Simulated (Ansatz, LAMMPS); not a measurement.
# Amorphous 94SiO2-6TiO2 (mol %) (96 atoms): geometry optimisation, part 3 of 3

How does amorphous 94SiO2-6TiO2 (mol %) (96 atoms) relax, and what do bonds, charges and levels look like afterwards?

Ansatz 0.2.0; Kohn-Sham DFT, PBE, PAW (set soft_2), plane waves.

The cell: 30 Si, 2 Ti and 64 O. The quench rate of 50 K/ps is orders of magnitude faster than experiment. The network of bonds at the start is that of the classical potential that made the cell. Only the Γ point is sampled in the main run, in a cell whose shortest periodic width is 11 Å.

So far. Step 7 (K-mesh 2×2×2): Forces differ from those of the single point at the relaxed geometry by 2.2 meV/Å r.m.s.; the energy by -0.31 meV/atom. It took 3.8 min and 11 cycles; the reference's time can't be set against it, since the two runs asked for unlike analyses. Step 8 (Functional HSE06): Forces differ from those of the single point at the relaxed geometry by 189 meV/Å r.m.s.; the pressure by -5.0 GPa and the gap by +1.8 eV.

## 8. Functional HSE06 (continued)

Löwdin charges by element and coordination (they lack the spilled electrons, 0.071 e an atom on average):

| element | coordination | atoms | mean charge (e) | spread | least | most |
| --- | --- | --- | --- | --- | --- | --- |
| O | all | 64 | -0.805 | 0.0259 | -0.837 | -0.703 |
| O | 1 | 1 | -0.794 | 0 | -0.794 | -0.794 |
| O | 2 | 62 | -0.805 | 0.0262 | -0.837 | -0.703 |
| O | 3 | 1 | -0.827 | 0 | -0.827 | -0.827 |
| Si | all | 30 | 1.84 | 0.0254 | 1.74 | 1.87 |
| Si | 3 | 1 | 1.74 | 0 | 1.74 | 1.74 |
| Si | 4 | 29 | 1.84 | 0.0172 | 1.79 | 1.87 |
| Ti | all | 2 | 1.63 | 0.024 | 1.60 | 1.65 |
| Ti | 4 | 1 | 1.65 | 0 | 1.65 | 1.65 |
| Ti | 5 | 1 | 1.60 | 0 | 1.60 | 1.60 |

States in the cell by windows of 1 eV, zero at the Fermi level; the larger projections on atomic orbitals stand beside the total:

| from (eV) | to (eV) | total | O p | Si p | Ti d |
| --- | --- | --- | --- | --- | --- |
| -10 | -9 | 21.4 | 15.9 | 3.4 | 0.1 |
| -9 | -8 | 45.6 | 35.5 | 9.0 | 0.1 |
| -8 | -7 | 20.8 | 16.0 | 2.4 | 1.0 |
| -7 | -6 | 46.1 | 39.3 | 3.5 | 0.5 |
| -6 | -5 | 69.9 | 63.5 | 2.5 | 1.0 |
| -5 | -4 | 77.0 | 72.3 | 1.7 | 0.7 |
| -4 | -3 | 55.6 | 53.8 | 0.5 | 0.2 |
| -3 | -2 | 4.1 | 3.7 | 0.3 | 0.0 |
| -2 | 2 | 0.0 | 0.0 | 0.0 | 0.0 |
| 2 | 3 | 6.9 | 0.9 | 0.2 | 5.5 |
| 3 | 4 | 13.1 | 1.8 | 0.4 | 8.0 |
| 4 | 5 | 4.0 | 0.6 | 0.6 | 1.2 |

Between -26 and -10 eV lie 171 more states.

The levels nearest the highest filled one (over half full), pooled over k-points and spins:

| level less the highest filled one (eV) | occupation |
| --- | --- |
| -0.977 | 2 |
| -0.879 | 2 |
| -0.832 | 2 |
| -0.748 | 2 |
| -0.331 | 2 |
| 0 | 2 |
| 4.76 | 0 |
| 4.86 | 0 |
| 4.97 | 0 |
| 5.37 | 0 |
| 5.49 | 0 |
| 5.59 | 0 |

## 9. Functional r2SCAN (500 eV)

The meta-GGA r2SCAN uses the kinetic energy density as well as the density and its gradient. Besides, the cutoff goes from 420 to 500 eV.

This step: Kohn-Sham DFT, r2SCAN, PAW (set soft_2), plane waves (Ansatz 0.2.0).

Contents of input.yaml:

```yaml
crystal:
  lattice:
    - [10.96781, -0.24258, -0.17988]
    - [-0.24258, 10.85723, -0.04415]
    - [-0.17988, -0.04415, 11.23393]
  atoms:
    [... the 96 atom lines of step 6 ...]
kpoints:
  mp_grid: { grid: [1, 1, 1] }
hamiltonian:
  xc: r2scan
scf:
  occupations: { method: fermi_dirac, width: 0.025 }
output:
  forces: true
  stress: true
  populations: true
  dos:
    method: { smearing: { sigma: 0.08 } }
    de: 0.05
    projected: { site_lists: { O: [O], Si: [Si], Ti: [Ti] } }
  eigenvalues: true
```

On the command line:

```sh
ansatz run input.yaml --threads 4 --pin off --max-ram 8192MiB --backend cpu --events-out ev --progress --plain --runs-dir out
```

Run time: 65 s. Hardware: 4 threads of Arm Neoverse V1, shared host; peak memory 3.6 GiB; 4.2 min of CPU time.

Geometry and reference: those of the single point at the relaxed geometry.

Forces differ from those of the single point at the relaxed geometry by 150 meV/Å r.m.s.; the pressure by -4.8 GPa and the gap by +0.39 eV. It took 65 s and 12 cycles; the reference's time can't be set against it, since the two runs asked for unlike analyses.

## 10. Functional PBEsol

PBEsol restores the gradient expansion of exchange for slowly varying densities and usually gives shorter bonds in solids than PBE.

This step: Kohn-Sham DFT, PBEsol, PAW (set soft_2), plane waves (Ansatz 0.2.0).

input.yaml: that of step 9 with these lines changed.

```diff
@@ -10,3 +10,3 @@
 hamiltonian:
-  xc: r2scan
+  xc: pbesol
 scf:
```

Elapsed: 24 s, on 4 threads; peak memory 1.7 GiB.

Geometry and reference: those of the single point at the relaxed geometry.

Forces differ from those of the single point at the relaxed geometry by 61 meV/Å r.m.s.; the pressure by -2.7 GPa.

## 11. What each setting buys

Differences are against the single point at the relaxed geometry (Kohn-Sham DFT, PBE, PAW (set soft_2), plane waves), whose r.m.s. force component is 0.0055 eV/Å. Energies are set beside the reference only for runs with its functional, potentials and electron count. Times are for 4 threads of Arm Neoverse V1, shared host. The reference's time includes grids, which some other runs skip.

| run | Δ force, r.m.s. (meV/Å) | Δ energy (meV/atom) | Δ pressure (GPa) | Δ gap (eV) | cycles | time | host memory (GiB) |
| --- | --- | --- | --- | --- | --- | --- | --- |
| reference | - | - | - | - | 11 | 25 s | 1.7 |
| k-mesh 2×2×2 | 2.22 | -0.312 | 0.0031 | -0.0043 | 11 | 3.8 min | 6.2 |
| functional HSE06 | 189 | - | -5.01 | 1.75 | 19 | 5.8 min | 3.9 |
| functional r2SCAN (500 eV) | 150 | - | -4.84 | 0.394 | 12 | 65 s | 3.6 |
| functional PBEsol | 61.3 | - | -2.66 | -0.0043 | 11 | 24 s | 1.7 |

## 12. Outcome

```
energy change in the relaxation                  : -51.38 meV/atom
r.m.s. displacement                              : 0.222 Å
largest displacement                             : 0.696 Å
free energy per atom                             : -630.1026 eV/atom
pressure                                         : 0.01848 GPa
r.m.s. force component                           : 0.0055 eV/Å
gap (highest filled to lowest empty level) : 3.006 eV
wall time of the 7 DFT runs                      : 16 min
```

**Reading.** Relaxation lowers the energy by 51.4 meV/atom and moves atoms by 0.22 Å r.m.s.; the r.m.s. force component goes from 0.72 to 0.0055 eV/Å. Displacements are taken in the final cell, so they leave out its strain. By the final cutoffs 0 of 127 bonded pairs parted and 1 joined. The cell shrank by 6.9 % in volume. From the first step to the last the energy fell by 4.932 eV, across changes of basis, and the largest move was 0.70 Å (O67). The O-Ti bonds change most in mean length: from 1.846 Å (spread 0.047) to 1.910 Å (spread 0.201), and their number from 8 to 9. With the cutoffs above, 97 % of O atoms have 2, 97 % of Si atoms have 4 and 50 % of Ti atoms have 4 and as many 5 bonded neighbours. Counting bonds to Si alone, not to Ti, 86 % of the oxygens join two of these atoms and 14 % one. The highest filled and lowest empty levels differ by 3.01 eV (at Γ alone); a semilocal functional tends to put such gaps too low. In a disordered cell it changes from sample to sample, and tail or defect levels can set it.

Among the changes of functional, dispersion, potentials or spin set against this reference, functional HSE06 moves the forces most, by 189 meV/Å r.m.s. The gap changes by +1.75 eV with HSE06.

**Limits.** The network of bonds at the start is that of the classical potential that made the cell; in DFT 0 of its 127 bonded pairs passed out of the cutoffs and 1 came within them.

[Logs are printed without paths, hosts, clocks, repeated set-up lines and the standing remarks that a program may print on its own settings, such as how far it seeks lower states.]

[Hosts, paths, dates, database ids (printed as entryN), source tags and the programs' standing remarks are cut or masked in the printed files.]
